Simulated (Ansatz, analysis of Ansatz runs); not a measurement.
# Interstitial H+ in rutile SnO2: local vibrational mode against experiment

Aim: the local vibrational mode of interstitial H+ in rutile SnO2, to be set beside the measurement. Set-up: HSE06, 96-site cell, PBE lattice, 420 eV, k: the zone centre alone, relaxed with the hybrid, anharmonic cut along the mode. The model is a cell of 96 host atoms with 1 H put in. The frequencies come from force constants among the defect atom and its neighbours, with the masses of the isotopes named. Exact exchange opens the gap, stiffens bonds and lessens the self-interaction error, at many times the cost.

Measured beforehand: O-H stretch, 1H: 3156.1 cm⁻¹ at 4.2 K, by polarized FTIR absorption (“Hydrogen impurities and shallow donors in SnO2 studied by infrared spectroscopy”, 2011, F. Bekisli et al.). O-D stretch, 2H: 2360.4 cm⁻¹ at 4.2 K, by polarized FTIR absorption (“Hydrogen impurities and shallow donors in SnO2 studied by infrared spectroscopy”, 2011, F. Bekisli et al.). The runs below try to reproduce this.

Program: Ansatz 0.2.0. Level of theory: plane-wave PAW DFT, HSE06; relaxation of all atoms of a defect supercell. Results are calculated unless marked as measured.

## Step 1: Starting point

The cell holds 97 atoms: 32 Sn, 64 O and 1 H. Cell: a = 11.625 Å, b = 11.625 Å, c = 13.653 Å, α = 54.0°, β = 54.0°, γ = 71.9°. It derives from SnO2 (space group P4_2/mnm). Nearest the centre at fractional (0.278, 0.472, 0.699): H97 at 0.00 Å, O20 at 1.01 Å, Sn85 at 2.32 Å, Sn14 at 2.32 Å, Sn39 at 2.32 Å, O89 at 2.35 Å, O18 at 2.35 Å, O47 at 2.53 Å. The cell carries charge +1.

The host's primitive cell comes from a first run (plane-wave PAW DFT, PBE; relaxation of the host's cell and atoms): vectors of 4.827, 4.827 and 3.238 Å. That is 12.57 Å³ an atom, 5.5 % over the diffraction cell's volume. The supercell is built on it.

## Step 2: Relaxation, charge +1

Every later number rests on the structure around the defect, so the atoms are relaxed at the host's lattice first.

relax/input.yaml

```yaml
relax:
  f_tol: 0.01
  max_steps: 80
  random_displacement: { amplitude: 0.02, seed: 315 }
crystal:
  lattice:
    - [0.0, 9.65382872, 6.47657153]
    - [9.65382872, 0.0, 6.47657153]
    - [9.65382872, 9.65382872, 0.0]
  atoms:
    - { symbol: Sn, position: [0.0, 0.0, 0.0] }
    - { symbol: Sn, position: [0.25, 0.25, 0.25] }
    - { symbol: Sn, position: [0.125, 0.125, 0.125] }
    - { symbol: Sn, position: [0.375, 0.375, 0.375] }
    - { symbol: O, position: [0.0, 0.0, 0.153285418] }
[... 4 atom lines left out ...]
    - { symbol: O, position: [0.25, 0.25, 0.096714582] }
[... 3 atom lines left out ...]
    - { symbol: Sn, position: [0.25, 0.25, 0.75] }
[... 1 atom line left out ...]
    - { symbol: Sn, position: [0.375, 0.375, 0.875] }
[... 1 atom line left out ...]
    - { symbol: O, position: [0.25, 0.25, 0.903285418] }
    - { symbol: O, position: [0.028285418, 0.221714582, 0.875] }
    - { symbol: O, position: [0.278285418, 0.471714582, 0.625] }
[... 1 atom line left out ...]
    - { symbol: O, position: [0.25, 0.25, 0.596714582] }
    - { symbol: O, position: [0.221714582, 0.028285418, 0.875] }
    - { symbol: O, position: [0.471714582, 0.278285418, 0.625] }
    - { symbol: Sn, position: [0.0, 0.5, 0.0] }
    - { symbol: Sn, position: [0.25, 0.75, 0.25] }
[... 1 atom line left out ...]
    - { symbol: Sn, position: [0.375, 0.875, 0.375] }
    - { symbol: O, position: [0.0, 0.5, 0.153285418] }
    - { symbol: O, position: [0.25, 0.75, 0.403285418] }
[... 4 atom lines left out ...]
    - { symbol: O, position: [0.221714582, 0.528285418, 0.375] }
[... 1 atom line left out ...]
    - { symbol: Sn, position: [0.0, 0.5, 0.5] }
    - { symbol: Sn, position: [0.25, 0.75, 0.75] }
    - { symbol: Sn, position: [0.125, 0.625, 0.625] }
[... 1 atom line left out ...]
    - { symbol: O, position: [0.0, 0.5, 0.653285418] }
[... 1 atom line left out ...]
    - { symbol: O, position: [0.028285418, 0.721714582, 0.875] }
[... 1 atom line left out ...]
    - { symbol: O, position: [0.0, 0.5, 0.846714582] }
    - { symbol: O, position: [0.25, 0.75, 0.596714582] }
    - { symbol: O, position: [0.221714582, 0.528285418, 0.875] }
    - { symbol: O, position: [0.471714582, 0.778285418, 0.625] }
[... 11 atom lines left out ...]
    - { symbol: O, position: [0.971714582, 0.278285418, 0.125] }
[... 2 atom lines left out ...]
    - { symbol: Sn, position: [0.625, 0.125, 0.625] }
    - { symbol: Sn, position: [0.875, 0.375, 0.875] }
[... 2 atom lines left out ...]
    - { symbol: O, position: [0.528285418, 0.221714582, 0.875] }
[... 1 atom line left out ...]
    - { symbol: O, position: [0.5, 0.0, 0.846714582] }
    - { symbol: O, position: [0.75, 0.25, 0.596714582] }
[... 3 atom lines left out ...]
    - { symbol: Sn, position: [0.75, 0.75, 0.25] }
[... 3 atom lines left out ...]
    - { symbol: O, position: [0.75, 0.75, 0.403285418] }
    - { symbol: O, position: [0.528285418, 0.721714582, 0.375] }
[... 1 atom line left out ...]
    - { symbol: O, position: [0.5, 0.5, 0.346714582] }
[... 1 atom line left out ...]
    - { symbol: O, position: [0.721714582, 0.528285418, 0.375] }
[... 1 atom line left out ...]
    - { symbol: Sn, position: [0.5, 0.5, 0.5] }
[... 1 atom line left out ...]
    - { symbol: Sn, position: [0.625, 0.625, 0.625] }
[... 1 atom line left out ...]
    - { symbol: O, position: [0.5, 0.5, 0.653285418] }
[... 3 atom lines left out ...]
    - { symbol: O, position: [0.5, 0.5, 0.846714582] }
[... 2 atom lines left out ...]
    - { symbol: O, position: [0.971714582, 0.778285418, 0.625] }
    - { symbol: H, position: [0.278285418, 0.471714582, 0.698875] }
total_charge: 1
basis:
  ecutwfc: 420
  xc_grid: 2
hamiltonian:
  xc: hse06
kpoints:
  mp_grid: { grid: [1, 1, 1] }
scf:
  occupations: { method: fermi_dirac, width: 0.01 }
  max_iter: 120
output:
  forces: true
checkpoint:
  write: "../relax.run"
  compress: false
  write_wavefunctions: true
  write_every: 100000
```

Run with:

```sh
$ ansatz run input.yaml --threads 32 --pin off --max-ram 84787MiB --backend cuda --events-out ev --progress --plain --runs-dir out --max-vram 78GiB
```

Numbers of over 12 decimals in the logs are rounded to 6 here.

What it wrote:

```text
[...]
Engine: ansatz 0.2.0, aarch64-unknown-linux-gnu
[...]
Pseudopotential: Sn, paw, valence charge 14, recommended cutoff 420 eV (normal), Sn.paw.azcp
Pseudopotential: O, paw, valence charge 6, recommended cutoff 420 eV (normal), O.paw.azcp
Pseudopotential: H, paw, valence charge 1, recommended cutoff 420 eV (normal), H.paw.azcp
Functional definition: HSE06
[...]
Crystal: 97 atoms, lattice volume = 1207.186 Å³
Basis set: ecut = 420 eV, 23633 PW (Γ), exchange–correlation on 160×160×192 points (8 copies of the dense FFT grid, shifted against one another)
Bands: 513, of which v1, the nominal top of the filled ones, is band 416 counted from 1 (415 counted from 0)
[...]
k-points: 1
[...]
Functional: x = pbe(κ = 0.804, μ = 0.219515), c = pbe(β = 0.066725), warm-up for x = pbe(κ = 0.804, μ = 0.219515) + 0.25 (exact − pbe) at short range (hse, ω = 0.2078698 [...]
[...]
SCF 28 converged in 2 iterations: F = -229232.609104 eV  dr2 = 2.66e-12
[...]
hybrid outer 2: dexx = +1.819e-12 eV, tail = 6.02e-12 eV, Δε = 1.58e-6 eV (about 5.81e-7 eV left of the loop's levels), ΔF = 6.40e-6 eV/Å (tail 5.73e-5)
relax step   9: F+E_penalty+E_count = -229232.60910424 eV  Δ(F+E_penalty+E_count) = +0.000e0 eV  max|allowed force component| = 2.571e-3 eV/Å  Δτ_max = 0.0000 Å  (4 SCF iters, accepted)
hybrid SCF converged: 2 outer / 4 inner (+0 warm-up), last move |dexx| = 1.82e-12 eV, tail = 6.02e-12 eV
[...]
Free energy (F): -229232.609104 eV
[...]
Fermi energy:    8.642957 eV
--- Per-component energies (eV) ---
[...]
--- Forces (eV/Å), atoms counted from 1 ---
[...]
--- Band table (eV) ---
[...]
--- Relaxed structure (9 steps of the walk, 8 accepted, 0 SCFs on fresh bases) ---
[...]
```

It took 51 s on 1 × NVIDIA GB200 with 32 threads of Arm Neoverse V2, shared host; peak memory 2.3 GiB; 3 min of CPU time.

Relaxation path:

```csv
step,energy less that of the first step (eV),largest force component (eV/Å)
1,0.0000,3.5996
2,-1.4075,0.9674
3,-1.5768,0.3363
4,-1.5762,0.8176
5,-1.6192,0.1310
6,-1.6200,0.1329
7,-1.6207,0.0426
8,-1.6208,0.0026
9,-1.6208,0.0026
```

Relaxation step 4 was tried and not accepted.

The atoms that moved most (Å, from the sites as typed, ahead of the random displacement, the mean shift of all atoms taken out):

| atom | dx | dy | dz | length |
| --- | --- | --- | --- | --- |
| H97 | 0.234 | 0.037 | 0.000 | 0.237 |
| O20 | 0.189 | 0.133 | 0.000 | 0.231 |
| Sn39 | 0.090 | -0.152 | 0.000 | 0.177 |
| Sn14 | -0.069 | 0.066 | -0.069 | 0.118 |
| Sn85 | -0.069 | 0.066 | 0.069 | 0.118 |
| O47 | -0.097 | -0.065 | 0.000 | 0.117 |
| O96 | 0.050 | -0.073 | 0.000 | 0.088 |
| Sn16 | -0.002 | 0.063 | 0.000 | 0.063 |

Neighbours of H97 at the end:

| atom | distance (Å) |
| --- | --- |
| O20 | 0.978 |
| O47 | 2.185 |
| O18 | 2.356 |
| O89 | 2.356 |
| Sn39 | 2.462 |
| O45 | 2.543 |
| O46 | 2.543 |
| Sn85 | 2.591 |
| Sn14 | 2.591 |

This step gave:

```yaml
free_energy: -229232.6091 eV
```

The relaxation ends 17 meV an atom lower than the displaced start, with a largest force component of 0.0026 eV/Å.

## Step 3: Local vibrational modes

A local mode lives on the defect and the atoms next to it, so only the sites listed in the input are displaced, which costs far fewer SCF runs than the whole cell would.

This step: plane-wave PAW DFT, HSE06; finite-displacement force constants among the atoms nearest to a defect, the others at rest.

modes/input.yaml

```yaml
crystal:
  lattice:
    - [0.0, 9.65382872, 6.47657153]
    - [9.65382872, 0.0, 6.47657153]
    - [9.65382872, 9.65382872, 0.0]
  atoms:
    - { symbol: Sn, position: [-0.001729551, -0.001303512, 0.001271936] }
    - { symbol: Sn, position: [0.25135909, 0.248959333, 0.250321378] }
[... 11 atom lines left out ...]
    - { symbol: Sn, position: [0.251581674, 0.237664062, 0.75510216] }
[... 1 atom line left out ...]
    - { symbol: Sn, position: [0.378259484, 0.371602269, 0.878070919] }
[... 1 atom line left out ...]
    - { symbol: O, position: [0.25199305, 0.249637536, 0.901840728] }
[... 1 atom line left out ...]
    - { symbol: O, position: [0.275285323, 0.474576018, 0.641576265] }
[... 3 atom lines left out ...]
    - { symbol: O, position: [0.469281117, 0.280580372, 0.623778769] }
[... 14 atom lines left out ...]
    - { symbol: Sn, position: [0.112340318, 0.637520735, 0.621727781] }
[... 5 atom lines left out ...]
    - { symbol: O, position: [-0.000103323, 0.503111204, 0.842935557] }
    - { symbol: O, position: [0.246750434, 0.749965046, 0.596081522] }
    - { symbol: O, position: [0.223255715, 0.526606514, 0.866477377] }
[... 37 atom lines left out ...]
    - { symbol: Sn, position: [0.512197012, 0.498280462, 0.494486235] }
[... 3 atom lines left out ...]
    - { symbol: O, position: [0.500223335, 0.497869026, 0.653609393] }
[... 7 atom lines left out ...]
    - { symbol: H, position: [0.267982879, 0.481878291, 0.712837013] }
total_charge: 1
basis:
  ecutwfc: 420
  xc_grid: 2
hamiltonian:
  xc: hse06
kpoints:
  mp_grid: { grid: [1, 1, 1] }
scf:
  occupations: { method: fermi_dirac, width: 0.01 }
  max_iter: 120
output: {}
checkpoint:
  read: "../relax.run"
phonons:
  supercell: [1, 1, 1]
  displaced_sites: [19, 96]
```

What it wrote:

```text
Warning: the atoms were moved onto the symmetric positions of the space group found under crystal.symmetry.tolerance 1.0e-5 (fractional; no operation is sought that the atoms, as they stand in a round [...]
Warning: basis.xc_grid 2: finite-displacement phonons take 3 at the least, and a number is run as typed, so the frequencies can be off [figures from the program's tests cut]
[...]
Crystal: 97 atoms, lattice volume = 1207.186 Å³
Basis set: ecut = 420 eV, 23633 PW (Γ), exchange–correlation on 160×160×192 points (8 copies of the dense FFT grid, shifted against one another)
Bands: 513, of which v1, the nominal top of the filled ones, is band 416 counted from 1 (415 counted from 0)
[...]
SCF iter   2: F=-229232.609099 eV  HF=-229232.609099 eV  |Δ(HF+E_count)|=  2.91e-11  Δρ=1.98e-9  dr2=2.65e-14 sched 1.00e-12)  Hψ=939
[...]
--- Band table (eV) ---
[...]
--- Phonons: 8 displaced members + reference (amplitude 0.0025 Å, Σ member SCF iterations 115) ---
  symmetry images taken by strict's conditions (phonons.symmetry_images: auto; settled by no image being taken that strict refuses)
  force constants formed among 2 of 97 sites (O 19, H 96); the other 95 at rest. The modes move the named sites alone.
  the frequencies, the zero-point energy and the sums are of the block with the acoustic sum rule laid on its rows. Row sums over every site: 3.0e-4 eV/Å² at the most
  transpose residual: 5.6e-4 eV/Å²
  largest component of a force at the reference: 1.1e-3 eV/Å on a named site, 2.5e-3 eV/Å on a site at rest
  frequencies among the named sites at Γ of the cell (cm⁻¹): 326.51 331.38 438.43 838.06 1123.05 3541.93
  unstable modes among the named sites: 0
  frequencies as built, with no sum rule (cm⁻¹): 326.51 331.38 438.42 838.05 1123.05 3541.93
  zero-point energy: 0.409108 eV/cell   skipped modes (ω ≤ 0): 0
  not written: the harmonic force-constant file, the file of eigenvectors (these modes' are written with the force constants), the density of states and the dispersion, which are of every site
[...]
[key lines of the parts left out:]
Free energy (F): -229232.609102 eV
Fermi energy:    8.642957 eV
```

Run time: 2.3 min. Hardware: 1 × NVIDIA GB200 with 32 threads; peak memory 3.4 GiB; 8.8 min of CPU time.

Numbers from this step:

| Property | Result |
| --- | --- |
| free energy | -229232.6091 eV |

The modes with the largest weight on the probed atoms (the light atom of a pair), for the masses of each isotope. Modes of the displaced atoms (local only where they lie over the host's phonons):

```csv
isotopes,mode (cm⁻¹),share of the defect atoms
H,3542,0.942
H,1123,0.97
H,838.1,0.905
D,2578,0.888
D,808.8,0.917
D,624.9,0.771
```

## Step 4: Point 1 along the mode

A light atom samples the curved part of its well, so the energy is mapped along the mode and the one-dimensional Schrödinger equation solved on it.

This step: plane-wave PAW DFT, HSE06; single point of a defect supercell.

cut0/input.yaml, as its differences from modes/input.yaml of step 3:

```diff
@@ -15,3 +15,3 @@
 [... 1 atom line left out ...]
-    - { symbol: O, position: [0.275285323, 0.474576018, 0.641576265] }
+    - { symbol: O, position: [0.275158203, 0.474703137, 0.642864026] }
 [... 3 atom lines left out ...]
@@ -29,3 +29,3 @@
 [... 7 atom lines left out ...]
-    - { symbol: H, position: [0.267982879, 0.481878291, 0.712837013] }
+    - { symbol: H, position: [0.269723603, 0.480137567, 0.692187513] }
 total_charge: 1
@@ -41,7 +41,5 @@
   max_iter: 120
-output: {}
+output:
+  forces: true
 checkpoint:
   read: "../relax.run"
-phonons:
-  supercell: [1, 1, 1]
-  displaced_sites: [19, 96]
```

What it wrote:

```text
[...]
Warning: checkpoint.read: the run can stay near the saved state's solution: 2 site(s) moved relative to the saved geometry (max |Δs| = 2.065e-2 fractional); the SCF starts from the saved state under ` [...]
[...]
Crystal: 97 atoms, lattice volume = 1207.186 Å³
Basis set: ecut = 420 eV, 23633 PW (Γ), exchange–correlation on 160×160×192 points (8 copies of the dense FFT grid, shifted against one another)
Bands: 513, of which v1, the nominal top of the filled ones, is band 416 counted from 1 (415 counted from 0)
[...]
SCF 3 converged in 6 iterations: F = -229228.060189 eV  dr2 = 1.80e-8
  Residual-converged pass: ⟨swp⟩=3.0  Hψ=1013  notcnv=0  max |occ|·‖R‖ = 5.1e-6 eV (tolerance 6.7e-6 eV)  dr2=1.60e-8  dr2_onsite=8.05e-10  max |Δocc| = 0.0e0
[...]
Free energy (F): -229228.060184 eV
[...]
Fermi energy:    8.642994 eV
[...]
--- Forces (eV/Å), atoms counted from 1 ---
[...]
--- Band table (eV) ---
[...]
```

Wall time 11 s (1 × NVIDIA GB200 with 32 threads); peak memory 2.2 GiB.

Numbers from this step:

| Quantity | Value |
| --- | --- |
| free energy | -229228.0602 eV |

The other runs of this kind differ in structure, charge or spin alone:

```csv
run,outcome,energy less the first (eV),moment (μB),time
point 1 along the mode,converged,0.0000,0.00,11 s
point 2 along the mode,converged,-2.6438,0.00,12 s
point 3 along the mode,converged,-3.8230,0.00,11 s
point 4 along the mode,converged,-4.4000,0.00,13 s
point 5 along the mode,converged,-4.4458,0.00,12 s
point 6 along the mode,converged,-4.2027,0.00,13 s
point 7 along the mode,converged,-3.9150,0.00,12 s
point 8 along the mode,converged,-3.5662,0.00,12 s
point 9 along the mode,converged,-3.2316,0.00,14 s
```

## Step 5: Anharmonic fundamental

Analysis of the runs above: one-dimensional Schroedinger equation on a polynomial through HSE06 energies along the local mode.

It gives:

```
stretch            : 3338 cm⁻¹
stretch d          : 2464 cm⁻¹
stretch harmonic   : 3542 cm⁻¹
stretch d harmonic : 2578 cm⁻¹
```

Energy against normal coordinate:

```
normal coordinate (amu½ Å)  energy (eV)
                    -0.293         4.55
                    -0.215         1.91
                    -0.146        0.726
                    -0.073        0.149
                     0.000            0
                     0.073        0.103
                     0.146        0.346
                     0.215        0.634
                     0.293        0.983
                     0.371         1.32
```

## Step 6: Summary of results

```
distance from the defect atom to its nearest neighbour : 0.978 Å
O-H stretch, 1H                                        : 3338 cm⁻¹
O-D stretch, 2H                                        : 2464 cm⁻¹
time of the whole chain                                : 5 min on 32 threads and a graphics card
```

O-H stretch, 1H: computed 3338 cm⁻¹, measured 3156.1 cm⁻¹; 182 cm⁻¹ (6 %) above the measurement. O-D stretch, 2H: computed 2464 cm⁻¹, measured 2360.4 cm⁻¹; 103 cm⁻¹ (4 %) above the measurement. The anharmonic cut moves the O-H stretch, 1H from 3542 to 3338 cm⁻¹; a straight cut leaves out the coupling to the other modes. Only the named neighbours move, so modes near the host's band are approximate. Limits: the zone centre alone is a coarse sampling for this cell.

[Logs are printed without paths, hosts, clocks, repeated set-up lines and the standing remarks that a program may print on its own settings, such as how far it seeks lower states.]

[Hosts, paths, dates, database ids (printed as entryN), source tags and the programs' standing remarks are cut or masked in the printed files.]

[For some hosts the program warned that the k-mesh of the response run may be too coarse for force constants and the static dielectric constant; such warnings are not shown here.]
